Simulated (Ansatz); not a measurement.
# Lattice dynamics of ThTl3 (Pm-3m)

How does ThTl3 (Pm-3m) vibrate, and is this structure a minimum?

Main program and level: Ansatz 0.2.0; DFT PBEsol, scalar-relativistic, plane waves, PAW.

Most raw output is cut from this account.

## 1. The starting structure

Symmetry: Pm-3m, No. 221, cubic system. Conventional cell: a = 4.748 Å, b = 4.748 Å, c = 4.748 Å, α = 90.00°, β = 90.00°, γ = 90.00°. Nearest to Th lie 12 Tl at 3.36 Å. Nearest to Tl lie 4 Th at 3.36 Å and 8 Tl at 3.36 Å. Farther neighbours are not listed.

Coordinates:

```cif
data_structure
_symmetry_space_group_name_H-M 'P 1'
_symmetry_Int_Tables_number 1
_cell_length_a 4.7480
_cell_length_b 4.7480
_cell_length_c 4.7480
_cell_angle_alpha 90.000
_cell_angle_beta 90.000
_cell_angle_gamma 90.000
_cell_volume 107.04
loop_
_atom_site_label
_atom_site_type_symbol
_atom_site_fract_x
_atom_site_fract_y
_atom_site_fract_z
_atom_site_occupancy
Th1 Th 0.00000 0.00000 0.00000 1
Tl2 Tl 0.00000 0.50000 0.50000 1
Tl3 Tl 0.50000 0.00000 0.50000 1
Tl4 Tl 0.50000 0.50000 0.00000 1
```

## 2. Bringing the structure to rest

The volume is held at the value of the starting cell, and symmetry leaves nothing else free, so this is a single point.

The input, input.yaml:

```yaml
crystal:
  lattice:
    - [4.748, 0.0, 0.0]
    - [0.0, 4.748, 0.0]
    - [0.0, 0.0, 4.748]
  atoms:
    - { symbol: Th, position: [0.0, 0.0, 0.0] }
    - { symbol: Tl, position: [0.0, 0.5, 0.5] }
    - { symbol: Tl, position: [0.5, 0.0, 0.5] }
    - { symbol: Tl, position: [0.5, 0.5, 0.0] }
kpoints:
  mp_grid: { grid: [10, 10, 10] }
hamiltonian:
  xc: pbesol
scf:
  occupations: { method: gaussian, width: 0.1 }
output:
  forces: true
  stress: true
  eigenvalues: true
  write_density: true
  write_potential: true
  elf: true
  volumetric_format: npy
```

Run with:

```console
$ ansatz run input.yaml --threads 4 --pin off --max-ram 16384MiB --backend cpu --events-out ev --progress --plain --runs-dir out
```

The job ended after 3.3 s (4 threads of Arm Neoverse V1, shared host; peak memory 0.49 GiB; 12 s of CPU time).

This step gave:

```
pressure          : -0.01542 GPa
volume per atom   : 26.76 Å³
gap on the k-mesh : 0 eV
```

Valence density in the ac plane at fractional y = 0.000, with atoms of Th and Tl within 0.2 Å of it. It is the smooth field of the valence electrons, not physical close to the nuclei.

Values in e/Å³, 14 rows by 14 columns, each cell a mean:
```
0.8 1.3 1.4 0.6 0.2 0.1 0.1 0.1 0.1 0.1 0.3 0.9 1.5 1.1
1.4 1.4 1.0 0.4 0.2 0.1 0.1 0.1 0.1 0.1 0.2 0.6 1.2 1.5
1.0 0.8 0.5 0.2 0.2 0.2 0.2 0.2 0.2 0.2 0.2 0.3 0.6 0.9
0.3 0.3 0.2 0.2 0.2 0.3 0.5 0.5 0.4 0.3 0.2 0.2 0.2 0.3
0.1 0.1 0.1 0.2 0.4 0.9 1.6 1.9 1.3 0.6 0.3 0.2 0.1 0.1
0.1 0.1 0.1 0.2 0.7 1.9 4.0 4.9 3.1 1.3 0.4 0.2 0.1 0.1
0.1 0.1 0.1 0.3 0.9 2.9 6.4 8.1 4.9 1.9 0.5 0.2 0.1 0.1
0.1 0.1 0.1 0.3 0.8 2.4 5.2 6.4 4.0 1.6 0.5 0.2 0.1 0.1
0.1 0.1 0.1 0.2 0.5 1.2 2.4 2.9 1.9 0.9 0.3 0.2 0.1 0.1
0.2 0.2 0.2 0.2 0.3 0.5 0.8 0.9 0.7 0.4 0.2 0.2 0.2 0.2
0.6 0.5 0.3 0.2 0.2 0.2 0.3 0.3 0.2 0.2 0.2 0.2 0.4 0.6
1.4 1.2 0.8 0.3 0.2 0.1 0.1 0.1 0.1 0.1 0.2 0.5 1.0 1.4
1.1 1.4 1.2 0.5 0.2 0.1 0.1 0.1 0.1 0.1 0.3 0.8 1.4 1.3
0.6 1.1 1.4 0.6 0.2 0.1 0.1 0.1 0.1 0.1 0.3 1.0 1.4 0.8
```
Columns run along a (4.7 Å), rows up along c (4.7 Å). Atoms in or near the plane, at fractional coordinates: Th at (0.00, 0.00), Tl at (0.50, 0.50).

Electrostatic potential energy in the ac plane at fractional y = 0.000, with atoms of Th and Tl within 0.2 Å of it. With pseudopotentials it is smooth inside the atoms' cores, unlike the true potential.

Ten even steps from '_' (-75 eV) to '@' (16 eV), each cell a mean:
```
____==##@@@@@@@@@@@@%%**::__
..--**%%@@@@@@@@@@@@@@##++::
++**%%@@@@@@@@@@@@@@@@%%##**
%%%%@@@@@@@@%%%%@@@@@@@@@@%%
@@@@@@@@@@##**++**%%@@@@@@@@
@@@@@@@@%%++======**@@@@@@@@
@@@@@@@@##====++==++%%@@@@@@
@@@@@@@@##++======**%%@@@@@@
@@@@@@@@%%**++==++##@@@@@@@@
@@@@@@@@@@%%####%%@@@@@@@@@@
##%%%%@@@@@@@@@@@@@@@@@@%%##
--==##%%@@@@@@@@@@@@@@%%**==
__..==%%@@@@@@@@@@@@%%**--__
____--##@@@@@@@@@@@@%%++..__
```
Columns run along a (4.7 Å; values clipped at the 3rd and 97th percentile), rows up along c (4.7 Å). Atoms in or near the plane, at fractional coordinates: Th at (0.00, 0.00), Tl at (0.50, 0.50).

ELF in the ac plane at fractional y = 0.000, with atoms of Th and Tl within 0.2 Å of it. It is the smooth field of the valence electrons, not physical close to the nuclei.

Ten even steps from '0' (0.02) to '9' (0.79), each cell a mean:
```
15972122213992
89952233322799
98622344432479
43223444443223
11234443444321
12344310244432
23344200034432
22344300144432
11244432344321
22234444443222
76423444432257
99842233322699
37962123213895
03972122114981
```
Columns run along a (4.7 Å), rows up along c (4.7 Å). Atoms in or near the plane, at fractional coordinates: Th at (0.00, 0.00), Tl at (0.50, 0.50).

## 3. Relaxing to small forces for the phonons

Symmetry and the fixed volume leave nothing to relax, so a single point is run on the k mesh and occupations of the first response run.

input.yaml, the sections that differ from step 2:

```yaml
scf:
  occupations: { method: methfessel_paxton, width: 0.2 }
output:
  forces: true
  stress: true
  eigenvalues: true
# crystal, kpoints, hamiltonian: as in step 2
```

Wall time 2.5 s (4 threads); peak memory 0.49 GiB.

Numbers from this step:

```yaml
pressure: -0.03301 GPa
```

The forces vanish by symmetry. The volume is held at 26.76 Å³/atom, so a pressure of -0.03 GPa remains at this level.

## 4. Linear response at the zone centre

The zone centre comes first: it holds the modes that light can see, as far as symmetry allows. No field response is asked, since the mesh shows no gap.

input.yaml: that of step 3 with these lines changed.

```diff
@@ -17,4 +17,4 @@
 output:
-  forces: true
-  stress: true
   eigenvalues: true
+phonons:
+  method: dfpt
```

Elapsed: 70 s, on 4 threads; peak memory 2.7 GiB.

This step gave:

```yaml
sum_rule_residual_before_enforcement: 1.27e-4 eV/Å²
point_group: m-3m
highest_optical_mode_at_the_zone_centre_no_lo_to_term: 112.6 cm⁻¹
lowest_optical_zone_centre_mode: 60.58 cm⁻¹
```

Patterns of degenerate modes are one choice out of their space. The modes at Γ (shares of kinetic energy by element, %):

```csv
mode,frequency (cm⁻¹),symmetry,Th %,Tl %
1,0.0,acoustic,27,73
2,0.0,acoustic,27,73
3,0.0,acoustic,27,73
4,60.6,T1u,26,74
5,60.6,T1u,26,74
6,60.6,T1u,26,74
7,71.2,T2u,0,100
8,71.2,T2u,0,100
9,71.2,T2u,0,100
10,112.6,T1u,46,54
11,112.6,T1u,46,54
12,112.6,T1u,46,54
```

Displacements in mode 4 (60.6 cm⁻¹), the largest set to 1:
```
Th1 -0.04 -0.58  0.01
Tl2  0.07 -0.17  0.00
Tl3 -0.01  1.00  0.00
Tl4 -0.01 -0.17 -0.01
```

Displacements in mode 11 (112.6 cm⁻¹), the largest set to 1:
```
Th1  0.00  1.00 -0.12
Tl2  0.00 -0.76  0.09
Tl3  0.00  0.39  0.09
Tl4  0.00 -0.76 -0.05
```

Before it was imposed, the acoustic sum rule was missed by 1.3e-4 eV/Å². Small misses are needed for a sound result but don't prove that mesh and cutoff are converged. The lowest optical mode is real, 60.6 cm⁻¹.

## 5. Response at finite wavevector

Stability and thermal properties need the whole zone. Linear response on a 2×2×2 q mesh gives force constants as far as a supercell of that size would.

input.yaml: that of step 4 with these lines changed.

```diff
@@ -20 +20,8 @@
   method: dfpt
+  qmesh: [2, 2, 2]
+  temperatures: { t_max: 400, t_step: 50 }
+  qpath:
+    path:
+      - [[0.0, 0.0, 0.0], [0.0, 0.5, 0.0], [0.5, 0.5, 0.0], [0.0, 0.0, 0.0], [0.5, 0.5, 0.5], [0.0, 0.5, 0.0]]
+      - [[0.5, 0.5, 0.5], [0.5, 0.5, 0.0]]
+    npoints: 10
```

The job ended after 5.4 min (4 threads; peak memory 2.1 GiB; 21 min of CPU time).

This step gave:

```
sum-rule residual before enforcement                    : 1.31e-4 eV/Å²
lowest frequency on the path                            : 0 cm⁻¹
highest frequency on the path or at a solved wavevector : 117.7 cm⁻¹
mean frequency                                          : 71.5 cm⁻¹
Debye temperature (second moment)                       : 139 K
logarithmic mean frequency                              : 67.6 cm⁻¹
lowest mode on the q mesh (acoustic modes at Γ apart)   : 38.66 cm⁻¹
zero-point energy per atom                              : 13.29 meV
heat capacity at 300 K                                  : 24.68 J/(mol atoms K)
vibrational entropy at 300 K                            : 53.16 J/(mol atoms K)
```

Frequencies (cm⁻¹) solved at each irreducible wavevector; negative means imaginary. Frequencies by wavevector, by row:

```csv
q in reciprocal lattice units,star,mode 1,mode 2,mode 3,mode 4,mode 10,mode 11,mode 12
0 0 0,1,0,0,0,60.6,112.6,112.6,112.6
0 0 -0.5,3,50.8,50.8,50.9,50.9,83.4,97.7,97.7
0 -0.5 -0.5,3,41.9,52.1,52.4,52.4,93.8,101.4,101.4
-0.5 -0.5 -0.5,1,38.7,38.7,52.1,52.1,117.7,117.7,117.7
```

Interpolated from a 2×2×2 q mesh. The phonon branches at the labelled points (cm⁻¹):

```csv
point,branch 1,branch 2,branch 3,branch 4,branch 9,branch 10,branch 11,branch 12
Γ,0,0,0,61,71,113,113,113
halfway,29,29,42,61,74,104,107,107
X,51,51,51,51,83,83,98,98
halfway,45,48,57,61,88,94,96,100
M,42,52,52,52,87,94,101,101
halfway,28,42,57,61,82,99,102,105
Γ,0,0,0,61,71,113,113,113
halfway,37,37,57,57,84,92,108,108
R,39,39,52,52,90,118,118,118
halfway,46,48,52,56,82,100,105,110
X,51,51,51,51,83,83,98,98
jump to R,39,39,52,52,90,118,118,118
halfway,40,50,52,52,86,110,111,111
M,42,52,52,52,87,94,101,101
```

Tetrahedra on a 14×14×14 mesh, mean over bins of 1 cm-1. Interpolated from a 2×2×2 q mesh. Table of phonon density of states by wavenumber; read off at these points:

```csv
wavenumber (cm⁻¹),phonon density of states (1/cm⁻¹/cell)
0.5,0
3.5,1.4e-4
6.5,4.7e-4
9.5,0.00189
13.5,0.0041
16.5,0.00734
19.5,0.00962
22.5,0.0137
25.5,0.0185
28.5,0.0241
32.5,0.0350
35.5,0.0464
38.5,0.0654
41.5,0.226
44.5,0.0886
47.5,0.0762
51.5,0.153
54.5,0.232
56.5,0.270
57.5,0.233
59.5,0.305
60.5,0.295
63.5,0.230
66.5,0.259
70.5,0.179
73.5,0.210
74.5,0.225
76.5,0.149
79.5,0.0822
82.5,0.0978
85.5,0.115
89.5,0.0343
92.5,0.111
95.5,0.0788
98.5,0.104
101.5,0.167
104.5,0.199
108.5,0.136
111.5,0.0724
114.5,0.0336
117.5,0.00369
```

The partial phonon density of states has structure finer than the step of the table below, so its rows give means over 5 cm⁻¹, whole bins alone (the curve runs from -10 to 131 cm⁻¹). Peaks (cm⁻¹: height): Th 54.7: 0.0545, 104.3: 0.0928; Tl 42.3: 0.111, 60.0: 0.212, 105.2: 0.0965.

Phonopy on the run's constants, 13x13x13 mesh, Gaussian sigma 2.0 cm-1. Interpolated from a 2×2×2 q mesh. Partial phonon density of states against wavenumber; means over each step; values in 1/cm⁻¹/cell:

```csv
wavenumber (cm⁻¹),Th,Tl
-5,7.3e-6,2.1e-5
0,5.7e-5,1.6e-4
5,1.3e-4,3.6e-4
10,7.9e-4,0.00209
15,0.00157,0.00421
20,0.00292,0.00794
25,0.00503,0.0141
30,0.00708,0.0212
35,0.0105,0.0375
40,0.0141,0.0913
45,0.0130,0.0893
50,0.0333,0.115
55,0.0538,0.174
60,0.0513,0.207
65,0.0359,0.181
70,0.0271,0.163
75,0.0186,0.165
80,0.0141,0.102
85,0.0216,0.0784
90,0.0234,0.0542
95,0.0393,0.0512
100,0.0654,0.0701
105,0.0891,0.0928
110,0.0534,0.0576
115,0.0166,0.0180
120,0.00180,0.00193
125,1.0e-5,1.1e-5
```

Harmonic thermodynamic functions per atom, from the density of states. Interpolated from a 2×2×2 q mesh. Thermodynamic functions, by row:

```csv
T (K),F_vib (meV/atom),S (J/mol-atom/K),C_V (J/mol-atom/K)
0,13.29,0,0
50,10.99,12.53,17.62
100,0.53,26.79,22.7
200,-36.63,43.21,24.35
300,-86.9,53.16,24.68
400,-145.9,60.27,24.79
```

Harmonic mean-square displacement, third of the trace. Interpolated from a 2×2×2 q mesh. Mean square displacements, by row:

```csv
T (K),Th1 U_eq (Å²),Tl2 U_eq (Å²),Tl3 U_eq (Å²),Tl4 U_eq (Å²)
0,0.00105,0.00134,0.00134,0.00134
100,0.00282,0.00378,0.00378,0.00378
300,0.00801,0.01084,0.01084,0.01084
600,0.01594,0.02157,0.02157,0.02157
```

Symmetry leaves 4 wavevectors to solve. The lowest mode among them, the acoustic zeros apart, lies at q = (-0.5, -0.5, -0.5) and is real, 38.7 cm⁻¹.

## 6. Summary of results

```yaml
space_group_within_0p01_a: Pm-3m
volume_per_atom: 26.8 Å³
electronic_character: no gap on this mesh
highest_optical_mode_at_the_zone_centre_no_lo_to_term: 113 cm⁻¹
lowest_optical_zone_centre_mode: 60.6 cm⁻¹
lowest_mode_on_the_q_mesh_acoustic_modes_at_gamma_apart: 38.7 cm⁻¹
highest_frequency_on_the_path_or_at_a_solved_wavevector: 118 cm⁻¹
zero_point_energy_per_atom: 13.3 meV
heat_capacity_at_300_k: 24.7 J/(mol atoms K)
vibrational_entropy_at_300_k: 53.2 J/(mol atoms K)
debye_temperature_second_moment: 139 K
imaginary_modes_on_the_2x2x2_q_mesh: none
```

**Reading.** The structure is a minimum as far as tested: no mode is imaginary at the 4 irreducible wavevectors of the 2×2×2 mesh, and the softest away from the acoustic zeros lies at 39 cm⁻¹. The optical modes at Γ span 61 to 113 cm⁻¹. The volume was held at that of the database entry and not relaxed, so the modes belong to a cell under -0.03 GPa at this level. With no gap, or one that is small against the smearing, the frequencies hang on the k mesh and the smearing, most of all near Kohn anomalies. The phonon runs are without spin polarisation, although the cell has an odd electron count. Spin-orbit coupling is left out, which can matter for the heavy elements here. A phonon run warned that its eigensolver left some bands unconverged in a pass. These are harmonic frequencies at zero temperature: anharmonic shifts, linewidths and thermal expansion are left out.

[Logs are printed without paths, hosts, clocks, repeated set-up lines and the standing remarks that a program may print on its own settings, such as how far it seeks lower states.]

[Hosts, paths, dates, database ids (printed as entryN), source tags and the programs' standing remarks are cut or masked in the printed files.]
